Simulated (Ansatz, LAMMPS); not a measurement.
# Structural relaxation of Li+ PF6- in dimethoxyethane and ethylene carbonate, from a frame at 400 K (198 atoms), part 2 of 2

Wanted: the relaxed structure of Li+ PF6- in dimethoxyethane and ethylene carbonate, from a frame at 400 K (198 atoms) and its electronic structure.

Ansatz 0.2.0; Kohn-Sham DFT, PBE+D3(BJ), PAW (set soft_2), plane waves.

The cell: 45 C, 33 O, 88 H, 4 P, 24 F and 4 Li. The network of contacts between molecules at the start is that of the classical potential that made the cell. The density was typed from a rule of thumb and may lie off the real one at this temperature. The Brillouin zone is sampled at Γ only, in a cell whose shortest periodic width is 13 Å.

So far. Step 4 (Relaxation): The relaxation changed the energy by -68.1 meV/atom, and atoms moved by 1.4 Å r.m.s., 3.4 Å at most.

## (6) Single point at the relaxed geometry

The electronic structure is read at the final geometry, in a run of its own.

Contents of input.yaml:

```yaml
crystal:
  lattice:
    - [13.14569, 0.0, 0.0]
    - [0.0, 13.14569, 0.0]
    - [0.0, 0.0, 13.14569]
  atoms:
    - { symbol: C, position: [0.73635, 0.55556, 0.89199] }
    - { symbol: O, position: [0.82889, 0.50843, 0.92526] }
    - { symbol: C, position: [0.83326, 0.49991, 0.0337] }
    - { symbol: C, position: [0.92254, 0.43265, 0.05901] }
    - { symbol: O, position: [0.01072, 0.47453, 0.0106] }
    - { symbol: C, position: [0.1015, 0.42283, 0.04147] }
    - { symbol: H, position: [0.73135, 0.63407, 0.92056] }
    - { symbol: H, position: [0.67052, 0.51119, 0.91844] }
    - { symbol: H, position: [0.73817, 0.55586, 0.80884] }
    - { symbol: H, position: [0.84205, 0.57641, 0.06737] }
    - { symbol: H, position: [0.76323, 0.46457, 0.0632] }
    - { symbol: H, position: [0.93375, 0.42915, 0.14214] }
    - { symbol: H, position: [0.90961, 0.35435, 0.03149] }
    - { symbol: H, position: [0.16426, 0.45747, 0.99917] }
    - { symbol: H, position: [0.09769, 0.34121, 0.02343] }
    - { symbol: H, position: [0.11367, 0.43134, 0.12388] }
    - { symbol: C, position: [0.50526, 0.04433, 0.7369] }
    - { symbol: O, position: [0.58715, 0.11268, 0.75863] }
    - { symbol: C, position: [0.67667, 0.0625, 0.79603] }
    - { symbol: C, position: [0.75138, 0.14483, 0.82545] }
    - { symbol: O, position: [0.76017, 0.21298, 0.7409] }
    - { symbol: C, position: [0.8332, 0.29163, 0.75736] }
    - { symbol: H, position: [0.52642, 0.99035, 0.6767] }
    - { symbol: H, position: [0.4413, 0.0904, 0.71021] }
    - { symbol: H, position: [0.48264, 0.003, 0.80616] }
    - { symbol: H, position: [0.65834, 0.01533, 0.86273] }
    - { symbol: H, position: [0.70833, 0.01306, 0.73626] }
    - { symbol: H, position: [0.72466, 0.18709, 0.89289] }
    - { symbol: H, position: [0.82558, 0.11009, 0.84337] }
    - { symbol: H, position: [0.8154, 0.33566, 0.82639] }
    - { symbol: H, position: [0.83039, 0.34253, 0.6915] }
    - { symbol: H, position: [0.90999, 0.25862, 0.76417] }
    [... 160 atom lines left out ...]
    - { symbol: F, position: [0.17891, 0.85949, 0.55339] }
    - { symbol: F, position: [0.23785, 0.94781, 0.41259] }
    - { symbol: Li, position: [0.48786, 0.80292, 0.11608] }
    - { symbol: Li, position: [0.97458, 0.55286, 0.87435] }
    - { symbol: Li, position: [0.0243, 0.52663, 0.37476] }
    - { symbol: Li, position: [0.63813, 0.21186, 0.65468] }
kpoints:
  mp_grid: { grid: [1, 1, 1] }
hamiltonian:
  xc: pbe
  dispersion: d3bj
scf:
  occupations: { method: fixed }
output:
  forces: true
  stress: true
  populations: true
  dos:
    method: { smearing: { sigma: 0.08 } }
    de: 0.1
    projected: { site_lists: { C: [C], F: [F], H: [H], Li: [Li], O: [O] } }
  eigenvalues: true
  write_density: true
  write_potential: true
  volumetric_format: npy
  elf: true
```

The run is started by

```console
ansatz run input.yaml --threads 4 --pin off --max-ram 8192MiB --backend cpu --events-out ev --progress --plain --runs-dir out
```

Run time: 51 s. Hardware: 4 threads of Arm Neoverse V2, shared host; peak memory 3.3 GiB.

The program notes that the exchange-correlation potential is rough where the density is thin.

Numbers from this run:

- free energy: -54679.4728 eV
- free energy per atom: -276.1590 eV/atom
- SCF cycles: 10
- pressure: -0.3247 GPa
- r.m.s. force component: 0.00416 eV/Å
- longest force: 0.03329 eV/Å
- Fermi energy: -0.9418 eV
- gap (highest filled to lowest empty level): 5.168 eV
- spilling of the projection: 0.01259

Löwdin charges by element (they lack the spilled electrons, 0.042 e an atom on average):

```
element  coordination  atoms  mean charge (e)  spread   least    most
      C           all     45           0.0141   0.311  -0.235   0.729
      F           all     24           -0.473  0.0091  -0.497  -0.458
      H           all     88            0.200  0.0192   0.162   0.245
     Li           all      4            0.766  0.0089   0.757   0.779
      O           all     33           -0.339   0.064  -0.459  -0.252
      P           all      4             2.42  0.0032    2.41    2.42
```

Density of states as counts of states in windows of 1 eV (from the Fermi level), total and the larger projections:

| from (eV) | to (eV) | total | O p | C p | F p | H s | C s |
| --- | --- | --- | --- | --- | --- | --- | --- |
| -14 | -13 | 23.2 | 4.2 | 1.7 | 0.0 | 4.0 | 12.0 |
| -13 | -12 | 2.8 | 0.5 | 0.2 | 0.0 | 0.5 | 1.5 |
| -12 | -11 | 8.9 | 1.9 | 0.5 | 0.0 | 2.3 | 3.9 |
| -11 | -10 | 34.1 | 6.5 | 4.9 | 3.0 | 6.4 | 9.2 |
| -10 | -9 | 10.8 | 2.6 | 2.0 | 1.6 | 0.8 | 1.2 |
| -9 | -8 | 18.2 | 4.7 | 4.6 | 0.0 | 2.8 | 3.4 |
| -8 | -7 | 28.4 | 5.0 | 7.2 | 10.3 | 1.8 | 0.2 |
| -7 | -6 | 64.7 | 16.9 | 22.6 | 8.3 | 9.0 | 2.0 |
| -6 | -5 | 53.5 | 14.5 | 16.7 | 13.4 | 6.3 | 0.4 |
| -5 | -4 | 74.2 | 16.4 | 20.6 | 25.3 | 8.8 | 0.4 |
| -4 | -3 | 70.0 | 12.9 | 16.9 | 30.2 | 7.9 | 0.3 |
| -3 | -2 | 76.8 | 14.5 | 17.7 | 33.1 | 8.9 | 0.2 |
| -2 | -1 | 50.0 | 31.8 | 4.7 | 7.8 | 4.7 | 0.0 |
| -1 | 0 | 27.7 | 19.8 | 2.5 | 0.1 | 4.8 | 0.0 |
| 0 | 1 | 0.7 | 0.5 | 0.1 | 0.0 | 0.1 | 0.0 |
| 1 | 5 | 0.0 | 0.0 | 0.0 | 0.0 | 0.0 | 0.0 |

The curve was stored every 0.10 eV, coarse against its broadening of 0.08 eV, so these counts are rough.

With fixed occupations the program's Fermi level is the highest filled level; weight inside the gap is the broadening of levels at its edges.

Between -26 and -14 eV lie 114 more states.

Not all projections were asked for or kept, so they needn't add up to the total.

The levels nearest the highest filled one (over half full), pooled over k-points and spins:

```
level less the highest filled one (eV)  occupation
                                -0.232           2
                                -0.221           2
                                -0.151           2
                               -0.0764           2
                               -0.0353           2
                                     0           2
                                  5.17           0
                                  5.21           0
                                  5.29           0
                                  5.33           0
                                  5.46           0
                                  5.50           0
```

ELF in the bc plane at fractional x = 0.019, with atoms of O and H and C and F and Li within 0.2 Å of it. It is the smooth field of the valence electrons, not physical close to the nuclei.

Ten even steps from '0' (0.00 × 1e-1) to '9' (9.96 × 1e-1), each cell a mean:
```
0001355410000004888861026773147776200
1210256530000002565300047886112221000
8974123310001100000011026774125542002
9997310000048984000000001220277687205
8876531000059998100000000000378786203
1235762000026984000000000000035542000
0025640000000220000011100354100000000
0000000000000000000000004788510000000
0000001100000000000000027887410000000
0000267751000000000000026774124420000
0000378873112320000000001210168861000
0000146434568862000000000000036751000
0001367537768862000000000366310000000
0135558743577510000110000499961000000
1478723532455434304981011146751000000
1367646767735778732751576532110000000
0122126767535778860004886774000000000
0000016887302788630002466762000000000
0000013564000232100002345443321000000
0000000110000000000048998689983000000
0000000000000000000028998679840000000
0000000000000000112102574222002332100
0000000000000002567751000000157776310
0000222000001014646883001210277577510
```
Columns run along b (13.1 Å), rows up along c (13.1 Å). Atoms in or near the plane, at fractional coordinates: O at (0.47, 0.01), H at (0.61, 0.15), C at (0.21, 0.49), C at (0.14, 0.40), O at (0.22, 0.32), H at (0.03, 0.85), F at (0.84, 0.83), F at (0.84, 0.01), Li at (0.53, 0.37).

Valence density in the bc plane at fractional x = 0.019, with atoms of O and H and C and F and Li within 0.2 Å of it. It is the smooth field of the valence electrons, not physical close to the nuclei.

Ten steps, logarithmic in the rise over the least value, from '0' (0 e/Å³) to '9' (11 e/Å³), each cell a mean:
```
0000011000000013576420013443246864100
0011121100000001222110025764223321000
2332211000000000000122013543234542001
4554210000001110000121001111258974101
2333210000012331000010000000147863101
0111110000001221000011000000012321000
0000000000000000000011001121000000000
0000000000000000000000012454200000000
0000000000000000000000013565210000000
0000011210000000000000001332111100000
0000024442111000000000000000112100000
0000135654455310000000000000011100000
0001245655788520000000000011100000000
0013456544676420001220000123210000000
0124565544555432115873111222210000000
0013445677655666424762245532100000000
0000124787544677521002478852100000000
0000002454212344310001357642000000000
0000000111000111000001244432100000000
0000000000000000000002455443210000000
0000000000000000000012454332100000000
0000000000000011222101121110001110000
0000000000000113566420000000135653100
0000000000000124788631000111258985200
```
Columns run along b (13.1 Å), rows up along c (13.1 Å). Atoms in or near the plane, at fractional coordinates: O at (0.47, 0.01), H at (0.61, 0.15), C at (0.21, 0.49), C at (0.14, 0.40), O at (0.22, 0.32), H at (0.03, 0.85), F at (0.84, 0.83), F at (0.84, 0.01), Li at (0.53, 0.37).

Mean Löwdin charges: C +0.01, F -0.47, H +0.20, Li +0.77, O -0.34, P +2.42 e (they miss 1.3 % of the electrons, so they add up to more than the cell's charge).

A closer look about P181, one of the 4 P atoms: 8 atoms, nearest first, numbered in the order of the input, with positions taken from that point.

| atom | x | y | z | distance (Å) | Löwdin charge (e) |
| --- | --- | --- | --- | --- | --- |
| P181 | 0.00 | 0.00 | 0.00 | 0.00 | 2.42 |
| F185 | -0.96 | -0.43 | 1.24 | 1.63 | -0.47 |
| F187 | -0.62 | 1.50 | 0.00 | 1.63 | -0.47 |
| F186 | -1.13 | -0.50 | -1.07 | 1.63 | -0.47 |
| F182 | 0.99 | 0.38 | -1.24 | 1.63 | -0.47 |
| F183 | 1.17 | 0.46 | 1.05 | 1.64 | -0.47 |
| F184 | 0.66 | -1.55 | 0.01 | 1.68 | -0.49 |
| H155 | 1.02 | 2.95 | -1.01 | 3.28 | 0.23 |

## (7) A changed input

The input is spoilt on purpose; the run shows how that looks.

Contents of input.yaml:

```yaml
crystal:
  lattice:
    - [13.14569, 0.0, 0.0]
    - [0.0, 13.14569, 0.0]
    - [0.0, 0.0, 13.14569]
  atoms:
    [... the 198 atom lines of step 3 ...]
kpoints:
  mp_grid: { grid: [1, 1, 1], kspacing: 0.3 }
hamiltonian:
  xc: pbe
  dispersion: d3bj
scf:
  occupations: { method: fixed }
  max_iter: 75
output:
  forces: true
```

Wall time 0.05 s (4 threads); peak memory 0.074 GiB.

The program refused the input before any cycle.

The program's message: “Error: invalid value for `kpoints.mp_grid.kspacing`: mutually exclusive with `grid` — set one or the other”

The fault in the input: both a k-mesh and a spacing (kpoints.mp_grid.kspacing = 0.3). The fix is to take out kpoints.mp_grid.kspacing.

## (8) With total_charge = -1

Changed here: total_charge = -1.

input.yaml, the sections that differ from step 7:

```yaml
kpoints:
  mp_grid: { grid: [1, 1, 1] }
scf:
  occupations: { method: fixed }
output:
  forces: true
  stress: true
  populations: true
  dos:
    method: { smearing: { sigma: 0.1 } }
    de: 0.1
    projected: { site_lists: { C: [C], F: [F], H: [H], Li: [Li], O: [O] } }
  eigenvalues: true
total_charge: -1
# crystal, hamiltonian: as in step 7
```

It took 0.05 s on 4 threads; peak memory 0.075 GiB.

The input was rejected at the start.

The program's message: “Error: inconsistent input (scf.occupations.method, magnetization): a σ = 0 step fill (method: fixed, or a smearing width below the step floor) cannot realise an odd electron count (667) without a lock …”

Runs without a result: total_charge = -1 (refused).

## (9) What came out

```yaml
energy_change_in_the_relaxation: -68.13 meV/atom
r_m_s_displacement: 1.357 Å
largest_displacement: 3.441 Å
free_energy_per_atom: -276.1590 eV/atom
pressure: -0.3247 GPa
r_m_s_force_component: 0.00416 eV/Å
spacing_of_highest_filled_and_lowest_empty_level: 5.168 eV
wall_time_of_the_3_dft_runs: 19 min
```

In words: Relaxation lowers the energy by 68.1 meV/atom and moves atoms by 1.4 Å r.m.s.; the r.m.s. force component goes from 1.1 to 0.0042 eV/Å, the pressure goes from 2.4 to -0.32 GPa, and the gap from 3.94 to 5.17 eV. First to last step the energy falls by 13.489 eV; the largest move, 3.44 Å, is that of H156. The highest filled and lowest empty levels differ by 5.17 eV (at Γ alone); a semilocal functional tends to put such gaps too low. In a disordered cell it changes from sample to sample and from frame to frame.

What to keep in mind: The network of contacts between molecules at the start is that of the classical potential that made the cell; in DFT atoms moved by 1.4 Å r.m.s.

[Logs are printed without paths, hosts, clocks, repeated set-up lines and the standing remarks that a program may print on its own settings, such as how far it seeks lower states.]

[Hosts, paths, dates, database ids (printed as entryN), source tags and the programs' standing remarks are cut or masked in the printed files.]
